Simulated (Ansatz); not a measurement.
## Br on Ti(0001): change of the work function: cost of one run

Ansatz 0.2.0; plane-wave DFT, PBE, Ansatz PAW. The cell holds 37 atoms.

Input file input.yaml:

```yaml
crystal:
  lattice:
    - [8.8500000001, 0.0, 0.0]
    - [4.425, 7.6643248235, 0.0]
    - [0.0, 0.0, 27.8612786787]
  atoms:
    - { symbol: Ti, position: [0.2222222222, 0.2222222222, 0.3230289645] }
    - { symbol: Ti, position: [0.0, 0.0, 0.407099047] }
    - { symbol: Ti, position: [0.2222222222, 0.2222222222, 0.4936099298] }
[... 28 atom lines left out ...]
    - { symbol: Ti, position: [0.6666666667, 0.3333333333, 0.5714482405] }
    - { symbol: Ti, position: [0.8888888889, 0.8888888889, 0.3230289645] }
    - { symbol: Ti, position: [0.6666666667, 0.6666666667, 0.407099047] }
    - { symbol: Ti, position: [0.8888888889, 0.8888888889, 0.4936099298] }
    - { symbol: Ti, position: [0.6666666667, 0.6666666667, 0.5714482405] }
    - { symbol: Br, position: [0.0, 0.0, 0.6769710355] }
kpoints:
  mp_grid: { grid: [4, 4, 1] }
hamiltonian:
  xc: pbe
scf:
  occupations: { method: fermi_dirac, width: 0.1 }
  convergence: { dr2_threshold: 1.0e-08 }
efield:
  axis: 3
  dipole_correction: true
  ramp_position: 0.97
  ramp_width: 0.06
relax:
  f_tol: 0.02
  max_steps: 60
  constraints:
    - { sites: [0, 1, 4, 5, 8, 9, 12, 13, 16, 17, 20, 21, 24, 25, 28, 29, 32, 33] }
output:
  bader: true
  write_potential: true
  write_density: true
  volumetric_format: npy
```

Run with:

```bash
ansatz run input.yaml --threads 4 --pin off --max-ram 12288MiB --backend cpu --events-out ev --progress --plain --runs-dir out
```

The cutoff in use is 420 eV. For reference, a run of the same kind (17 atoms, 7 k-points, 120 bands and 16,317 plane waves; 76 SCF cycles) took 3.8 min and 2.4 GiB on the same hardware.

Q: Estimate wall time and peak memory on 4 threads of Arm Neoverse V1, shared host.

A cutoff of 420 eV is a sphere of radius 10.5 Å⁻¹, so a cell of 1890 Å³ holds about V·G³/6π² = 36,933 plane waves. At two electrons a band, the 439 electrons need 220 bands, and 44 more are carried. Symmetry cuts the 4×4×1 mesh from 16 to 4 points. The run has 4 k-points, 264 bands and 36,939 plane waves. Taking the work of a cycle as k-points × spins × bands × plane waves, that is 2.8 times the reference, or 11 min at the reference's 76 cycles. The run needed 70 SCF cycles over 7 ionic steps, which makes it about 10 min. One copy of the wavefunctions takes 0.58 GiB at 16 bytes a coefficient, against 0.2 GiB in the reference; grids, projectors and work arrays come on top. Measured: about 19 min, with a peak of 8.1 GiB. The run took longer than the estimate, which leaves out the steps that grow as the square of the band count.

[Logs are printed without paths, hosts, clocks, repeated set-up lines and the standing remarks that a program may print on its own settings, such as how far it seeks lower states.]

[Hosts, paths, dates, database ids (printed as entryN), source tags and the programs' standing remarks are cut or masked in the printed files.]

[Maps of the electrostatic potential energy from Ansatz leave out the sawtooth potential of an applied field or a dipole correction, so their vacuum need not be flat; planar profiles and work functions include it.]
